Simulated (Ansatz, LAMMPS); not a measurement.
**Glassy 50SiO2-21ZnO-29CaO (mol %) (140 atoms): a short ab initio trajectory**

Wanted: a short trajectory of glassy 50SiO2-21ZnO-29CaO (mol %) (140 atoms) with its pair distributions.

Program: Ansatz 0.2.0. Level of theory: Kohn-Sham DFT, PBE, PAW (set soft_2), plane waves. Results are calculated unless marked as measured.

### 1. The starting structure

The cell holds 140 atoms: 28 Si, 12 Zn, 16 Ca and 84 O. Its edges and angles: a = 12.516 Å, b = 12.516 Å, c = 12.516 Å, α = 90.0°, β = 90.0°, γ = 90.0°. 140 atoms (28 Si, 12 Zn, 16 Ca, 84 O) placed at random at 2.99 g/cm³, melted at 4000 K for 10 ps at fixed volume with the Morse and Coulomb pair potential with partial charges (Pedone, Malavasi, Menziani, Cormack and Segre, J. Phys. Chem. B 110, 11780 (2006)). Quenched from 4000 K to 300 K at 25 K/ps and fixed volume, held 10 ps at zero pressure, then minimised at fixed cell.

What the set-up can't give: The quench rate of 25 K/ps is many orders above laboratory rates, so the cell is likely richer in defects and strain than a real sample. The network of bonds at the start is that of the classical potential that made the cell. Only the Γ point is sampled, in a cell whose shortest periodic width is 13 Å.

### 2. Dynamics started at 600 K

A Nosé–Hoover thermostat steers the temperature while disturbing the dynamics little. The time step is 1.0 fs.

Input file input.yaml:

```yaml
crystal:
  lattice:
    - [12.51625, 0.0, 0.0]
    - [0.0, 12.51625, 0.0]
    - [0.0, 0.0, 12.51625]
  atoms:
    - { symbol: Si, position: [0.54036, 0.27273, 0.44737] }
    - { symbol: Si, position: [0.48401, 0.5898, 0.10808] }
    - { symbol: Si, position: [0.13048, 0.70167, 0.22397] }
    - { symbol: Si, position: [0.92487, 0.43636, 0.94923] }
    [... 130 atom lines left out ...]
    - { symbol: O, position: [0.23704, 0.44751, 0.97856] }
    - { symbol: O, position: [0.78796, 0.47494, 0.64798] }
    - { symbol: O, position: [0.2979, 0.8586, 0.60645] }
    - { symbol: O, position: [0.16766, 0.25793, 0.09852] }
    - { symbol: O, position: [0.70762, 0.23104, 0.97615] }
    - { symbol: O, position: [0.7186, 0.91244, 0.23479] }
kpoints:
  mp_grid: { grid: [1, 1, 1] }
hamiltonian:
  xc: pbe
scf:
  occupations: { method: fixed }
output:
  forces: true
  stress: true
md:
  timestep: 1.0
  n_steps: 75
  ensemble: nvt_nose_hoover
  temperature: 600
  initial_velocities: maxwell_boltzmann
  seed: 8347
```

Launch:

```bash
$ ansatz run input.yaml --threads 4 --pin off --max-ram 8192MiB --backend cpu --events-out ev --progress --plain --runs-dir out
```

The job ended after 26 min (4 threads of Arm Neoverse V2, shared host; peak memory 3.2 GiB).

The program notes that the SCF threshold is loose for the stress and it switched symmetry off.

The trajectory, sampled:

```
time (fs)  T (K)  potential (meV/atom)  conserved (meV/atom)
      0.0    600                   0.0                  0.00
      5.0    584                   2.1                  0.04
     10.0    562                   4.9                  0.02
     15.0    516                  10.8                  0.04
     20.0    463                  17.7                  0.06
     25.0    440                  20.9                  0.03
     30.0    397                  26.6                  0.07
     35.0    412                  24.9                  0.04
     40.0    451                  20.3                  0.03
     45.0    472                  18.1                  0.04
     50.0    475                  18.3                  0.03
     55.0    448                  22.4                  0.05
     60.0    448                  23.0                  0.06
     65.0    499                  17.3                  0.02
     70.0    516                  16.0                  0.03
     75.0    518                  16.5                  0.05
```

Mean square displacement from the first frame to the last: Si 0.023 Å², Zn 0.083 Å², Ca 0.066 Å², O 0.053 Å².

The mean square displacement by time lag:

```
time lag (fs)  Ca (Å²)   O (Å²)  Si (Å²)  Zn (Å²)
          1.0   2.7e-5   7.3e-5   4.5e-5   2.3e-5
          4.0   4.2e-4  0.00113   7.0e-4   3.6e-4
          5.0   6.6e-4  0.00175  0.00108   5.6e-4
          8.0  0.00167  0.00426  0.00262  0.00143
         11.0  0.00310  0.00750  0.00457  0.00267
         14.0  0.00492   0.0111  0.00670  0.00425
         16.0  0.00634   0.0136  0.00810  0.00549
         19.0  0.00873   0.0171   0.0101  0.00761
         22.0   0.0114   0.0204   0.0117   0.0100
         24.0   0.0133   0.0223   0.0126   0.0118
         27.0   0.0164   0.0249   0.0137   0.0146
         30.0   0.0197   0.0272   0.0144   0.0176
         33.0   0.0231   0.0292   0.0149   0.0209
         34.0   0.0243   0.0299   0.0151   0.0220
         38.0   0.0290   0.0325   0.0155   0.0268
```

Over the second half of 75 fs the temperature averages 476 K, rising from about 459 to 515 K (means over the first and last quarter of that half). The conserved energy stays within 0.07 meV/atom. From first frame to last Zn has the largest mean square displacement, 0.083 Å² at the end; the farthest move is 0.58 Å. The mean temperature of 476 K lies well off the 600 K of the input, so the thermostat hasn't yet brought the run to equilibrium. The count of bonds goes from 241 in the first frame to 239 in the last, by one set of cutoffs: 6 pairs passed out of them and 4 came within. The run spans 0.07 ps, too short for its means to be equilibrium values.

### 3. Local order late in the run

The g(r) is a mean over the second half; what follows it is taken at the last frame.

Density 3.01 g/cm³, 14.01 Å³ an atom.

Mean of 14 frames. g(r), total and by pair (bins of 0.2 Å):

```
r (Å)  total   O-O   O-Si  O-Ca  O-Zn  Si-Si  Si-Ca
 1.50   0.77  0.00   3.21  0.00  0.00   0.00   0.00
 1.70   2.52  0.00  10.49  0.00  0.07   0.00   0.00
 1.90   0.62  0.00   0.09  0.00  5.82   0.00   0.00
 2.10   0.42  0.00   0.00  1.11  2.65   0.00   0.00
 2.30   0.56  0.00   0.00  3.77  0.40   0.00   0.00
 2.50   0.93  1.44   0.00  2.71  0.37   0.00   0.00
 2.70   1.35  3.35   0.02  0.73  0.25   0.00   0.00
 2.90   0.70  1.20   0.11  0.36  0.27   0.96   1.14
 3.10   0.93  0.97   0.16  0.76  0.49   3.46   1.32
 3.30   0.94  0.99   0.37  0.45  0.96   1.45   2.73
 3.50   1.05  1.15   0.84  0.45  1.00   0.02   3.14
 3.70   0.96  0.77   1.28  0.74  0.78   0.00   2.46
 3.90   1.03  0.65   1.54  1.19  1.41   0.27   1.10
 4.10   1.06  0.56   1.82  1.05  1.24   1.10   0.73
 4.30   1.10  0.71   1.65  1.27  1.59   0.52   0.54
 4.50   1.08  0.92   1.09  1.50  1.43   0.69   0.80
 4.70   1.04  1.04   1.03  1.28  1.00   1.42   0.67
 4.90   1.06  1.21   0.89  1.32  0.85   1.48   0.78
 5.10   1.03  1.35   0.68  1.05  0.78   1.28   0.69
 5.30   0.93  1.23   0.61  0.83  0.84   1.37   0.57
 5.50   0.93  1.14   0.74  0.75  0.73   1.12   0.76
 5.70   0.93  0.96   0.97  0.83  0.71   1.33   1.03
 5.90   0.98  0.98   1.08  0.78  0.84   0.94   1.20
 6.10   0.97  0.88   1.06  0.85  1.00   0.90   1.56
```

Bonds by pair of elements; cutoffs follow the first minimum of g(r), held within bounds set by covalent radii, and pairs that aren't listed don't count as bonded:

```
pair A-B  cutoff (Å)  bonds  mean length (Å)  spread (Å)  shortest (Å)  B about A  A about B
    O-Si        2.16    112             1.64       0.057          1.54       1.33          4
    O-Ca        2.83     82             2.41       0.163          2.08      0.976       5.12
    O-Zn        2.38     45             1.99       0.112          1.72      0.536       3.75
```

How many atoms have how many bonded neighbours:

```
element  mean   2   3   4  5  6
     Ca  5.12   0   0   3  8  5
      O  2.85  21  55   8  0  0
     Si     4   0   0  28  0  0
     Zn  3.75   0   3   9  0  0
```

Bond angles, per cent of each kind in bins of 5°:

```
angle (°)  O-Ca-O  O-Si-O  Ca-O-Si  O-Zn-O  Si-O-Zn
    55–60     2.3     0.0      0.0     0.0      0.0
    60–65     2.3     0.0      0.0     0.0      0.0
    65–70     5.2     0.0      0.0     0.0      0.0
    70–75     5.8     0.0      0.0     0.0      0.0
    75–80     5.8     0.0      0.0     1.6      0.0
    80–85     6.4     0.0      0.0     1.6      2.2
    85–90     9.2     0.0      8.8     3.2      0.0
    90–95     8.1     1.2      7.7    12.7      4.3
   95–100     8.7     8.9     11.0     9.5      2.2
  100–105     6.4    19.0      5.5    15.9      4.3
  105–110     4.0    27.4      8.8     6.3      4.3
  110–115     2.9    25.6      7.7    19.0     17.4
  115–120     2.9    10.1     12.1     7.9     10.9
  120–125     3.5     4.8     11.0     6.3     13.0
  125–130     5.2     2.4      6.6     6.3     13.0
  130–135     2.3     0.6      6.6     4.8      4.3
  135–140     2.3     0.0      6.6     1.6     17.4
  140–145     4.6     0.0      2.2     1.6      4.3
  145–150     4.0     0.0      3.3     0.0      2.2
  150–155     3.5     0.0      2.2     1.6      0.0
  155–160     1.7     0.0      0.0     0.0      0.0
  160–165     1.2     0.0      0.0     0.0      0.0
  165–170     0.6     0.0      0.0     0.0      0.0
  170–175     1.2     0.0      0.0     0.0      0.0
```

Bond angles (no mean is given where the spread exceeds 20°):

```
  angle  count  mean (°)  spread (°)
 O-Ca-O    173         -           -
 O-Si-O    168       109         7.2
Ca-O-Si     91       115        17.2
 O-Zn-O     63       110        14.9
Si-O-Zn     46       121        14.1
```

Oxygen atoms by the number of network formers (Si, P, Ge, B, Al, As, Ga) bound to them:

```
network formers bound to O  O atoms  per cent
                         0        1       1.2
                         1       54      64.3
                         2       29      34.5
```

Network units: each former by its oxygen neighbours and how many of them bridge to another former:

```
former  O neighbours  bridging O  atoms
    Si             4           1      9
    Si             4           2      9
    Si             4           3      9
    Si             4           4      1
```

Bond length by coordination (bonds to H left out):

```
element  coordination  atoms  mean bond length (Å)
     Ca             4      3                  2.33
     Ca             5      8                   2.4
     Ca             6      5                  2.45
      O             2     21                  1.67
      O             3     55                     2
      O             4      8                  2.21
     Zn             3      3                  1.92
     Zn             4      9                  2.01
```

Rings of the network by King's shortest-path rule, up to 12 atoms, one path for each pair of neighbours; H, halogens, alkali and alkaline-earth atoms are left out, and the last column divides by all other atoms, bonded or not:

```
ring size (atoms)  rings  per network atom
                4      1             0.008
                6      3             0.024
                8      9             0.073
               10     12             0.097
               12     20             0.161
```

First main peaks of g(r), for some of the pairs, lie near 2.7 Å (O-O), 1.6 Å (O-Si), 2.3 Å (O-Ca), 2.0 Å (O-Zn) and 3.1 Å (Si-Si). With the cutoffs above, 50 % of Ca atoms have 5, 65 % of O atoms have 3, all Si atoms have 4 and 75 % of Zn atoms have 4 bonded neighbours. Counting bonds to Si alone, not to Zn, 34 % of the oxygens join two of these atoms and 64 % one; 1 % join none. Rings of 12 atoms are the most common (44 % of those counted); sizes run from 4 to 12, where the search stops.

### 4. Single point at the last frame

The last frame is solved again with fuller output, to read the electronic structure of a thermally displaced geometry.

Input file input.yaml:

```yaml
crystal:
  lattice:
    - [12.51625, 0.0, 0.0]
    - [0.0, 12.51625, 0.0]
    - [0.0, 0.0, 12.51625]
  atoms:
    - { symbol: Si, position: [0.53495, 0.28767, 0.44973] }
    - { symbol: Si, position: [0.49805, 0.58609, 0.10906] }
    - { symbol: Si, position: [0.1368, 0.70914, 0.23047] }
    - { symbol: Si, position: [0.93108, 0.43594, 0.94954] }
    [... 130 atom lines left out ...]
    - { symbol: O, position: [0.24039, 0.45129, 0.99078] }
    - { symbol: O, position: [0.79836, 0.46658, 0.64688] }
    - { symbol: O, position: [0.32989, 0.85099, 0.60304] }
    - { symbol: O, position: [0.18508, 0.2545, 0.09279] }
    - { symbol: O, position: [0.69667, 0.25623, 0.9771] }
    - { symbol: O, position: [0.70912, 0.92275, 0.2232] }
kpoints:
  mp_grid: { grid: [1, 1, 1] }
hamiltonian:
  xc: pbe
scf:
  occupations: { method: fixed }
output:
  forces: true
  stress: true
  populations: intrinsic
  dos:
    method: { smearing: { sigma: 0.08 } }
    de: 0.1
    projected: { site_lists: { Ca: [Ca], O: [O], Si: [Si], Zn: [Zn] } }
  eigenvalues: true
  write_density: true
  write_potential: true
  volumetric_format: npy
  elf: true
```

The job ended after 61 s (4 threads; peak memory 3.2 GiB; 3.9 min of CPU time).

The run gave:

```yaml
free_energy: -134512.5661 eV
free_energy_per_atom: -960.8040 eV/atom
scf_cycles: 10
pressure: 1.929 GPa
r_m_s_force_component: 1.094 eV/Å
longest_force: 4.311 eV/Å
fermi_energy: 4.521 eV
spacing_of_highest_filled_and_lowest_empty_level: 3.03 eV
```

Neighbours are counted within 2.16 Å (O-Si), 2.83 Å (O-Ca), 2.38 Å (O-Zn), the cutoffs taken from the dynamics.

Length of the force by element and coordination:

```
element  coordination  atoms  mean length of the force (eV/Å)  spread  least  most
     Ca           all     16                            0.723   0.321  0.259  1.38
     Ca             4      3                            0.614   0.348  0.259  1.09
     Ca             5      8                            0.730   0.323  0.405  1.38
     Ca             6      5                            0.776   0.282  0.411  1.12
      O           all     84                             1.49   0.853  0.465  4.31
      O             2     21                             1.73    0.91  0.513  3.51
      O             3     55                             1.43   0.860  0.465  4.31
      O             4      8                             1.24   0.374  0.481  1.57
     Si           all     28                             2.66   0.916   1.15  4.30
     Zn           all     12                             1.13   0.825  0.118  3.44
     Zn             3      3                             2.07    1.04  0.910  3.44
     Zn             4      9                            0.820   0.392  0.118  1.47
```

Intrinsic-atomic-orbital charges by element and coordination:

```
element  coordination  atoms  mean charge (e)  spread  least    most
     Ca           all     16             1.76   0.014   1.73    1.78
     Ca             4      3             1.77  0.0038   1.76    1.77
     Ca             5      8             1.75  0.0165   1.73    1.78
     Ca             6      5             1.76  0.0096   1.74    1.77
      O           all     84            -1.08   0.124  -1.54  -0.887
      O             2     21           -0.948  0.0726  -1.14  -0.887
      O             3     55            -1.12   0.104  -1.54   -0.92
      O             4      8            -1.17  0.0763  -1.30   -1.01
     Si           all     28             1.62  0.0595   1.46    1.71
     Zn           all     12             1.47  0.0136   1.44    1.49
     Zn             3      3             1.48  0.0084   1.47    1.48
     Zn             4      9             1.47  0.0142   1.44    1.49
```

Density of states as counts of states in windows of 1 eV (from the Fermi level), total and the larger projections:

```
from (eV)  to (eV)  total   O p  Zn d  Si p
      -10       -9    5.8   3.9   0.0   0.4
       -9       -8   12.0   8.1   0.1   0.9
       -8       -7   19.6  13.3   0.8   2.0
       -7       -6   29.8  18.8   4.9   3.1
       -6       -5   83.9  34.7  40.2   4.6
       -5       -4  105.1  48.9  44.4   5.1
       -4       -3   92.8  67.1  13.8   4.9
       -3       -2  101.9  87.1   6.4   2.8
       -2       -1  105.8  94.8   5.2   1.7
       -1        0   63.9  58.2   3.2   0.5
        0        1    1.4   1.3   0.0   0.0
        1        2    0.0   0.0   0.0   0.0
        2        3    0.6   0.0   0.0   0.0
        3        4    1.9   0.1   0.0   0.0
        4        5   15.7   2.0   0.1   0.9
```

The curve was stored every 0.100 eV, coarse against its broadening of 0.08 eV, so these counts are rough.

With fixed occupations the program's Fermi level is the highest filled level; weight inside the gap is the broadening of levels at its edges.

Between -26 and -10 eV lie 266 more states.

The levels nearest the highest filled one (over half full), pooled over k-points and spins:

```
level less the highest filled one (eV)  occupation
                                -0.339           2
                                -0.288           2
                                -0.226           2
                                -0.110           2
                               -0.0503           2
                                     0           2
                                  3.03           0
                                  4.04           0
                                  4.21           0
                                  4.29           0
                                  4.37           0
                                  4.50           0
```

Mean intrinsic-atomic-orbital charges: Ca +1.76, O -1.08, Si +1.62, Zn +1.47 e.

### 5. Outcome

```
mean temperature, second half                                : 475.8 K
temperature swing, second half                               : 26.74 K
mean pressure, second half                                   : 1.268 GPa
slope of the conserved energy against time, by least squares : 0.1669 meV/atom/ps
free energy per atom                                         : -960.8040 eV/atom
pressure                                                     : 1.929 GPa
r.m.s. force component                                       : 1.094 eV/Å
gap (highest filled to lowest empty level)             : 3.03 eV
wall time of the 2 DFT runs                                  : 27 min
```

In words: Over the second half of 75 fs the temperature averages 476 K, rising from about 459 to 515 K (means over the first and last quarter of that half). The conserved energy stays within 0.07 meV/atom. The mean temperature of 476 K lies well off the 600 K of the input, so the thermostat hasn't yet brought the run to equilibrium. The count of bonds goes from 241 in the first frame to 239 in the last, by one set of cutoffs: 6 pairs passed out of them and 4 came within. The run spans 0.07 ps, too short for its means to be equilibrium values. With the cutoffs above, 50 % of Ca atoms have 5, 65 % of O atoms have 3, all Si atoms have 4 and 75 % of Zn atoms have 4 bonded neighbours. Counting bonds to Si alone, not to Zn, 34 % of the oxygens join two of these atoms and 64 % one; 1 % join none.

Filled and empty levels are parted by 3.03 eV (at Γ alone); a semilocal functional tends to put such gaps too low. In a disordered cell it changes from sample to sample, and tail or defect levels can set it.

Caveats: The starting topology of bonds comes from the classical model; in DFT 6 of its 241 bonded pairs passed out of the cutoffs and 4 came within them. The pressure of 1.9 GPa is that of one thermal frame at a volume set beforehand, without the kinetic term.

[Logs are printed without paths, hosts, clocks, repeated set-up lines and the standing remarks that a program may print on its own settings, such as how far it seeks lower states.]

[Hosts, paths, dates, database ids (printed as entryN), source tags and the programs' standing remarks are cut or masked in the printed files.]
